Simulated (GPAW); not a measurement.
# Polarising Ti2COS MXene monolayer with a field along the normal

The dipole of the cell at several fields, atoms fixed. What does the strongest field give, and what length does the slope stand for?

How it was computed: GPAW 26.7.0, plane waves (500 eV), PAW setups, PBE, 12×12 mesh, a dipole layer in the vacuum; geometry relaxed without an applied field with GPAW. The cell's area is 8.29 Å², and e/ε0 = 180.95 V Å.

What came out, but for one run:

| field (V/Å) | dipole (e Å) |
| --- | --- |
| −0.2 | −0.0423 |
| −0.1 | −0.0124 |
| −0.05 | 0.0026 |
| 0.05 | 0.0325 |
| 0.1 | 0.0475 |
| 0.2 | 0.0774 |
| 0.3 | ? |

**Question.** What is the dipole at 0.3 V/Å?

**Working.** A line through the 6 points has the slope α = 0.299 e Å per V/Å and the intercept p₀ = 0.0175 e Å (r.m.s. residual 1.5e−05). At 0.3 V/Å it gives p = 0.0175 + 0.299 × 0.3 = 0.1073 e Å; the run gives 0.1074 e Å, so the response stays linear to 0.0 % of the induced part. Dividing by ε0 and the area: α/(ε0 A) = 0.299 × 180.95 / 8.29 = 6.53 Å, against 5.01 Å between the outer nuclei.

**Limits.** This is the electronic response alone; ions that move would add to it in polar layers. No run was spin-polarised, so magnetic states weren't tested. Layers with unlike faces were relaxed with their cell in a fully periodic cell without the dipole layer, so their atoms felt a small spurious field.
